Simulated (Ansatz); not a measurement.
# What BaH2 (model cell, started as CdI2 type) distorts into, part 2 of 2

Wanted: the energy along a soft mode of BaH2 (model cell, started as CdI2 type) and the structure at the end.

Ansatz 0.2.0; DFT PBE, scalar-relativistic, plane waves, PAW.

So far, highest frequency on the path or at a solved wavevector (cm⁻¹): step 2 (response at finite wavevector) 950. Also lowest frequency on the path (cm⁻¹): step 2 -248.

The structure was built from a prototype and need not be the compound's stable phase.

**6. Relaxation from the frozen mode**

Starting from the lowest point found, all atoms and the cell are let go, so that strain and other modes of the same symmetry can join in.

input.yaml

```yaml
crystal:
  lattice:
    - [0.0, 0.0, -4.3138977816]
    - [0.0, -7.3717958241, 0.0]
    - [-6.3841624552, 3.6858979121, 0.0]
  atoms:
    - { symbol: Ba, position: [1.139085354, 0.6666666667, 0.3333334776] }
    - { symbol: Ba, position: [1.0000016818, 0.3333333333, 0.6666666667] }
    - { symbol: Ba, position: [0.8609180097, 1.0, 0.9999998557] }
    - { symbol: H, position: [0.7629106939, 0.4022251241, 0.3677798535] }
    - { symbol: H, position: [0.7629116487, -0.034444021, 0.5977757343] }
    - { symbol: H, position: [0.7629097391, 0.632221396, 1.0344456617] }
    - { symbol: H, position: [0.2370893061, 0.2644415425, 0.9655547294] }
    - { symbol: H, position: [0.2370902609, 1.0344477697, 0.2988901707] }
    - { symbol: H, position: [0.2370883513, 0.7011119373, 0.735557599] }
kpoints:
  mp_grid: { grid: [6, 6, 6] }
hamiltonian:
  xc: pbe
scf:
  occupations: { method: fixed }
output:
  forces: true
  stress: true
  eigenvalues: true
relax:
  adjacent_minimum: "off"
  f_tol: 0.002
  max_steps: 120
  cell: { stress_tol: 0.03 }
```

Launch:

```bash
ansatz run input.yaml --threads 4 --pin off --max-ram 7168MiB --backend cpu --events-out ev --progress --plain --runs-dir out
```

Numbers of over 12 decimals in the logs are rounded to 6 here.

The program printed:

```text
[...]
Crystal: 9 atoms, lattice volume = 203.024 Å³
Basis set: ecut = 420 eV, 3963 PW (Γ), exchange–correlation on 60×100×100 points (8 copies of the dense FFT grid, shifted against one another)
Bands: 27, of which v1, the nominal top of the filled ones, is band 18 counted from 1 (17 counted from 0)
Symmetry: 6 space group operations
[...]
k-points: 44 of 216
[...]
SCF iter   1: F=—  HF=-17947.141065 eV  |F-HF|=—  |Δ(HF+E_count)|=         —  Δρ=1.92e-3  dr2=1.05e-2  ethr=1.77e-3  ⟨swp⟩=5.1  Hψ=5142  notcnv=0  defer=237
[...]
SCF iter   6: F=-17947.140447 eV  HF=-17947.140447 eV  |F-HF|=7.64e-9  |Δ(HF+E_count)|=   2.63e-7  Δρ=1.24e-6  dr2=3.92e-9  ethr=2.78e-10  ⟨swp⟩=14.2  Hψ=9214  notcnv=0
SCF 1 converged in 6 iterations: F = -17947.140447 eV  dr2 = 3.92e-9
[...]
relax step   1: F+E_penalty+E_count = -17947.14044716 eV  Δ(F+E_penalty+E_count) = +0.000e0 eV  max|allowed force component| = 8.100e-1 eV/Å  Δτ_max = 0.0000 Å  P = -1.829 GPa  Ω = 203.024 Å³  (6 SCF iters, dr2 threshold 1.00e-7 eV, accepted)
Crystal: 9 atoms, lattice volume = 193.954 Å³
Basis set: ecut = 420 eV, 3723 PW (Γ), exchange–correlation on 60×100×100 points (8 copies of the dense FFT grid, shifted against one another)
[...]
iter 1 solved again at ethr=9.46e-5 eV; its pass at ethr=3.10e-3 eV (dr2=3.41e-2 eV) is discarded
[...]
SCF iter   5: F=-17947.541875 eV  HF=-17947.541875 eV  |F-HF|=2.45e-7  |Δ(HF+E_count)|=   5.03e-6  Δρ=9.54e-6  dr2=2.94e-7  ethr=2.50e-9  ⟨swp⟩=14.1  Hψ=9931  notcnv=0
SCF 2 converged in 5 iterations: F = -17947.541875 eV  dr2 = 2.94e-7
relax step   2: F+E_penalty+E_count = -17947.54187498 eV  Δ(F+E_penalty+E_count) = -4.014e-1 eV  max|allowed force component| = 6.380e-1 eV/Å  Δτ_max = 0.1949 Å  P = -1.770 GPa  Ω = 193.954 Å³  energy of the carried Pulay correction = +2.995e-3 eV  (5 SCF iters, dr2 threshold 9.00e-7 eV, accepted)
Crystal: 9 atoms, lattice volume = 182.432 Å³
Basis set: ecut = 420 eV, 3561 PW (Γ), exchange–correlation on 60×100×100 points (8 copies of the dense FFT grid, shifted against one another)
[...]
SCF iter   5: F=-17947.881927 eV  HF=-17947.881927 eV  |F-HF|=2.09e-7  |Δ(HF+E_count)|=   1.21e-5  Δρ=1.09e-5  dr2=2.45e-7  ethr=2.50e-9  ⟨swp⟩=14.3  Hψ=10109  notcnv=0
SCF 3 converged in 5 iterations: F = -17947.881927 eV  dr2 = 2.45e-7
relax step   3: F+E_penalty+E_count = -17947.88192702 eV  Δ(F+E_penalty+E_count) = -3.401e-1 eV  max|allowed force component| = 3.905e-1 eV/Å  Δτ_max = 0.1925 Å  P = -1.121 GPa  Ω = 182.432 Å³  energy of the carried Pulay correction = +7.003e-3 eV  (5 SCF iters, dr2 threshold 9.00e-7 eV, accepted)
[...]
relax step   4: F+E_penalty+E_count = -17947.97616307 eV  Δ(F+E_penalty+E_count) = -9.424e-2 eV  max|allowed force component| = 1.483e-1 eV/Å  Δτ_max = 0.1301 Å  P = +0.376 GPa  Ω = 170.934 Å³  energy of the carried Pulay correction = +1.125e-2 eV  (5 SCF iters, dr2 threshold 9.00e-7 eV, accepted)
[...]
relax step   5: F+E_penalty+E_count = -17947.97484479 eV  Δ(F+E_penalty+E_count) = +1.318e-3 eV  max|allowed force component| = 1.630e-1 eV/Å  Δτ_max = 0.1070 Å  P = -0.018 GPa  Ω = 172.829 Å³  energy of the carried Pulay correction = +1.053e-2 eV  (5 SCF iters, dr2 threshold 9.00e-7 eV, rejected (line search))
[...]
relax step   6: F+E_penalty+E_count = -17948.00389509 eV  Δ(F+E_penalty+E_count) = -2.773e-2 eV  max|allowed force component| = 3.101e-2 eV/Å  Δτ_max = 0.0535 Å  P = +0.116 GPa  Ω = 172.319 Å³  energy of the carried Pulay correction = +1.072e-2 eV  (8 SCF iters, accepted)
[...]
relax step   7: F+E_penalty+E_count = -17948.00492592 eV  Δ(F+E_penalty+E_count) = -1.031e-3 eV  max|allowed force component| = 1.627e-3 eV/Å  Δτ_max = 0.0116 Å  P = +0.006 GPa  Ω = 172.915 Å³  energy of the carried Pulay correction = +1.050e-2 eV  (5 SCF iters, dr2 threshold 6.01e-8 eV, accepted)
[...]
relax step   8: F+E_penalty+E_count = -17947.99790674 eV  Δ(F+E_penalty+E_count) = +7.019e-3 eV  max|allowed force component| = 1.675e-3 eV/Å  Δτ_max = 0.0000 Å  P = -0.031 GPa  Ω = 172.915 Å³  stress off target by 3.46e-2 GPa  SCF on the basis re-selected at this cell (its energy is not comparable with the rows above)  (5 SCF iters)
[...]
relax step   9: F+E_penalty+E_count = -17947.99799098 eV  Δ(F+E_penalty+E_count) = -8.424e-5 eV  max|allowed force component| = 2.403e-4 eV/Å  Δτ_max = 0.0011 Å  P = -0.001 GPa  Ω = 172.754 Å³  energy of the carried Pulay correction = +6.038e-5 eV  (5 SCF iters, dr2 threshold 2.99e-9 eV, accepted)
[...]
SCF iter   1: F=—  HF=-17947.997917 eV  |F-HF|=—  |Δ(HF+E_count)|=         —  Δρ=2.08e-6  dr2=9.55e-10  ethr=9.98e-8  ⟨swp⟩=3.0  Hψ=8047  notcnv=0  defer=304
eigensolver tolerance schedule: the retry pair's looser diagonalisation over-reported the residual by 37615.62 of it (diagonalisation noise at an unbounded share of the residual, at the tolerance the schedule requests for it); recorded, not acted on — ethr = c·dr2/N_el stays at c = 1.0e-1
[...]
SCF iter   2: F=—  HF=-17947.997920 eV  |F-HF|=—  |Δ(HF+E_count)|=   3.60e-6  Δρ=1.10e-6  dr2=2.75e-10  ethr=2.65e-12  ⟨swp⟩=3.1  Hψ=2603  notcnv=0  defer=284
[...]
SCF iter   4: F=-17947.997920 eV  HF=-17947.997920 eV  |F-HF|=7.28e-12  |Δ(HF+E_count)|=  5.09e-10  Δρ=2.63e-8  dr2=8.88e-13  ethr=1.00e-12  ⟨swp⟩=14.0  Hψ=8755  notcnv=0
SCF 10 converged in 4 iterations: F = -17947.997920 eV  dr2 = 8.88e-13
relax step  10: F+E_penalty+E_count = -17947.99792024 eV  Δ(F+E_penalty+E_count) = +7.074e-5 eV  max|allowed force component| = 2.370e-4 eV/Å  Δτ_max = 0.0000 Å  P = -0.001 GPa  Ω = 172.754 Å³  stress off target by 1.25e-3 GPa  SCF on the basis re-selected at this cell (its energy is not comparable with the rows above)  (4 SCF iters)
[...]
SCF converged after 4 iterations
Free energy (F): -17947.997920 eV
[...]
Internal energy: -17947.997920 eV  (E = F + TS)
E sigma→0 (E₀):  -17947.997920 eV
Fermi energy:    4.409857 eV
[...]
--- Forces (eV/Å), atoms counted from 1 ---
  atom   1  Ba    -0.00000000     0.00000000     0.00023698
  atom   2  Ba     0.00000000     0.00000000     0.00000000
  atom   3  Ba     0.00000000    -0.00000000    -0.00023698
  atom   4  H      0.00014955    -0.00003666     0.00002968
  atom   5  H     -0.00004303     0.00014784     0.00002968
  atom   6  H     -0.00010652    -0.00011118     0.00002968
  atom   7  H     -0.00014955     0.00003666    -0.00002968
  atom   8  H      0.00010652     0.00011118    -0.00002968
  atom   9  H      0.00004303    -0.00014784    -0.00002968
  max |Σ_I F_I| component: 1.02e-20 eV/Å
--- Stress (GPa, compression-positive) ---
       -0.001254       0.000000      -0.000000
       -0.000000      -0.001254       0.000000
       -0.000000       0.000000      -0.000127
  P = ⅓ Tr σ = -0.0009 GPa (-0.009 kbar)
--- Band table (eV; the first three rows and the last of 44) ---
  k-point 0: bands = [... 14 lower, 3.8978, 3.8978, 3.9860, 3.9860, 6.8785, 8.5849, 8.9043, 8.9043, ... 5 higher]
  k-point 1: bands = [... 14 lower, 3.8001, 3.8559, 4.0763, 4.2057, 6.9431, 8.4171, 8.5264, 9.0563, ... 5 higher]
  k-point 2: bands = [... 14 lower, 3.3967, 3.8261, 4.1753, 4.3647, 7.0248, 7.8969, 8.3007, 9.0578, ... 5 higher]
  k-point 43: bands = [... 14 lower, 3.3438, 3.6389, 4.0316, 4.0316, 7.5951, 7.5951, 8.1610, 8.2593, ... 5 higher]
--- Relaxed structure (8 steps of the walk, 7 accepted, 2 SCFs on fresh bases) ---
  F+E_penalty+E_count = -17947.99792024 eV   max|allowed force component| = 2.370e-4 eV/Å   (the final SCF, on the basis selected at the relaxed cell)
  cell:  # Å, volume = 172.7541 Å³
    - [0, 0, -4.140764364307]
    - [-2.7179484534595737e-11, -6.940784, 0]
    - [-6.010896, 3.470392, 0]
  atoms:
    - { symbol: Ba, position: [1.262876, 0.666667, 0.333333] }
    - { symbol: Ba, position: [1.0, 0.333333, 0.666667] }
    - { symbol: Ba, position: [0.737124, 1.000000, 1.0] }
    - { symbol: H, position: [0.749683, 0.416963, 0.367042] }
    - { symbol: H, position: [0.749683, -0.049920, 0.583037] }
    - { symbol: H, position: [0.749683, 0.632958, 1.049920] }
    - { symbol: H, position: [0.250317, 0.249704, 0.966291] }
    - { symbol: H, position: [0.250317, 1.033709, 0.283413] }
    - { symbol: H, position: [0.250317, 0.716587, 0.750296] }
```

Run time: 50 s. Hardware: 4 threads of Arm Neoverse V2, shared host; peak memory 0.62 GiB; 2.6 min of CPU time.

Step by step:

```csv
step,energy less that of the first step (eV),largest force component (eV/Å),pressure (GPa),volume (Å³)
1,0.0000,0.8100,-1.83,203.02
2,-0.4014,0.6380,-1.77,193.95
3,-0.7415,0.3905,-1.12,182.43
4,-0.8357,0.1484,0.38,170.93
5,-0.8344,0.1630,-0.02,172.83
6,-0.8634,0.0310,0.12,172.32
7,-0.8645,0.0016,0.01,172.92
8*,-0.8575,0.0017,-0.03,172.92
9,-0.8575,0.0002,0.00,172.75
10*,-0.8575,0.0002,0.00,172.75
```

Relaxation steps marked * repeat the geometry before them on a plane-wave basis chosen anew for their cell, so energy and pressure can jump there. Relaxation step 5 was tried and not accepted.

Forces are held to the 6 operations that the run works with; a distortion that breaks them can't arise in this run.

```
     cell as run  before  after   change
           a (Å)   4.314  4.141   -4.0 %
           b (Å)   7.372  6.941   -5.8 %
           c (Å)   7.372  6.941   -5.8 %
volume (Å³/atom)   22.56  19.19  -14.9 %
```

The atoms that moved most (Å, as changes of fractional coordinates times the final cell):

```csv
atom,dx,dy,dz,length
Ba3,0.000,0.000,0.513,0.513
Ba1,0.000,0.000,-0.513,0.513
H9,-0.089,-0.056,-0.055,0.118
H8,0.093,-0.049,-0.055,0.118
H5,0.089,0.056,0.055,0.118
H4,0.004,-0.105,0.055,0.118
H6,-0.093,0.049,0.055,0.118
H7,-0.004,0.105,-0.055,0.118
```

Final coordinates:

```
Ba H
1.0
     0.00000    0.00000   -4.14076
     0.00000   -6.94078    0.00000
    -6.01090    3.47039    0.00000
Ba H
3 6
Direct
  0.26288 0.66667 0.33333
  0.00000 0.33333 0.66667
  0.73712 0.00000 0.00000
  0.74968 0.41696 0.36704
  0.74968 0.95008 0.58304
  0.74968 0.63296 0.04992
  0.25032 0.24970 0.96629
  0.25032 0.03371 0.28341
  0.25032 0.71659 0.75030
```

Numbers from this step:

```
pressure          : -8.78e-4 GPa
gap on the k-mesh : 2.469 eV
volume per atom   : 19.19 Å³
```

The distorted start has space group P-3; the relaxation ends in P-3.

**7. The phases reached**

The phases reached along the modes that were followed are set side by side.

Energies are those of the first relaxation, on the mesh of the frozen mode; space group, volume and gap are those of the last relaxation. Phases, by row:

```
                 mode frozen in  space group  energy from parent (meV/atom)  volume (Å³/atom)  gap on mesh (eV)  lowest zone-centre optical mode (cm⁻¹)  largest shift (Å)
                         parent        P-3m1                              0             22.56             1.469                                       –                  –
       q = (0, 0, 0), 248i cm⁻¹        P-6m2                         -37.13              20.2             2.418                                     194              0.663
q = (0.333, 0.333, 0), 71i cm⁻¹          P-3                         -166.2             19.19             2.469                                       –              1.089
```

**8. Outcome**

| Quantity | Value |
| --- | --- |
| unstable mode of the parent | q = (0.333, 0.333, 0), 71i cm⁻¹ |
| depth at the lowest point sampled | 70.9 meV/atom |
| largest atomic shift at that point | 0.6 Å |
| space group reached (within 0.01 Å) | P-3 |
| energy gained over the parent (first relaxation, on the mesh of the frozen mode) | 166 meV/atom |
| volume per atom, phase reached | 19.2 Å³ |
| gap on the k-mesh, phase reached | 2.47 eV |

Along this mode the structure falls into P-3, 166 meV/atom below the parent. At the parent's cell the well is 70.89 meV/atom deep on the steps tried, with its lowest point at a shift of 0.6 Å. That is the last step tried, so the steps alone don't bracket the bottom of the well. Relaxing atoms and cell changes the gain by +95.28 meV/atom against the lowest step (energies at zero smearing). The modes of the phase reached were not computed on this path. Of the 2 patterns followed to their end from this parent, this one reaches the lowest energy. Each path keeps the symmetry of its pattern, so a lower phase may lie along a pattern not tried. The q mesh stands for a supercell only 8.6 Å across, so branches between the solved wavevectors are rough. The program warns that the interpolation holds no quadrupole term, so branches close to Γ can be off in this crystal. The volume moved by more than a tenth on the k mesh of the start, so the energy gain is rough. Spin-orbit coupling is left out, which can matter for the heavy elements here. The starting cell was built on a prototype and not taken from a measurement, so the phase need not exist.

[Logs are printed without paths, hosts, clocks, repeated set-up lines and the standing remarks that a program may print on its own settings, such as how far it seeks lower states.]

[Hosts, paths, dates, database ids (printed as entryN), source tags and the programs' standing remarks are cut or masked in the printed files.]
